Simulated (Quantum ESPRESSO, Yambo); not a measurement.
An input for Quantum ESPRESSO 7.5 (PtS2 (1T monolayer)):

```
&control
  calculation = 'nscf'
  prefix = 'x'
  outdir = 'o'
  pseudo_dir = 'pseudo'
/
&system
  ibrav = 0
  nat = 3
  ntyp = 2
  ecutwfc = 76.0
  nbnd = 34
  force_symmorphic = .true.
/
&electrons
  conv_thr = 1e-9
  electron_maxstep = 80
  diago_full_acc = .true.
  diago_thr_init = 5e-6
/
ATOMIC_SPECIES
  Pt 195.08 Pt.upf
  S 32.06 S.upf
CELL_PARAMETERS angstrom
  3.5735305101 -0.0000000000 0.0000000000
  -1.7867652550 3.0947682029 0.0000000000
  0.0000000000 0.0000000000 15.0000000000
ATOMIC_POSITIONS crystal
  Pt 0.0000000000 0.0000000000 0.5000000000
  S 0.3333333333 0.6666666667 0.5818569087
  S 0.6666666667 0.3333333333 0.4181430913
K_POINTS automatic
  12 12 1 0 0 0
```

```sh
OMP_NUM_THREADS=1 mpirun -n 8 pw.x -nk 4 -in pw.in > pw.out
```

Q: Estimate wall time and host memory on 8 MPI ranks of Arm Neoverse V1, shared host.

It took 40 s; on shared hardware allow 20 s to 81 s. Peak host memory was 0.62 GiB.

[Paths, hosts, dates, memory and timing lines, banners, echoed tables and standing remarks are left out of the program output.]

[Logs are printed without paths, hosts, clocks, repeated set-up lines and the standing remarks that a program may print on its own settings, such as how far it seeks lower states.]

[Runs of the session that timed out or met a known fault of the program may be left out.]

[Hosts, paths, dates, database ids (printed as entryN), source tags and the programs' standing remarks are cut or masked in the printed files.]
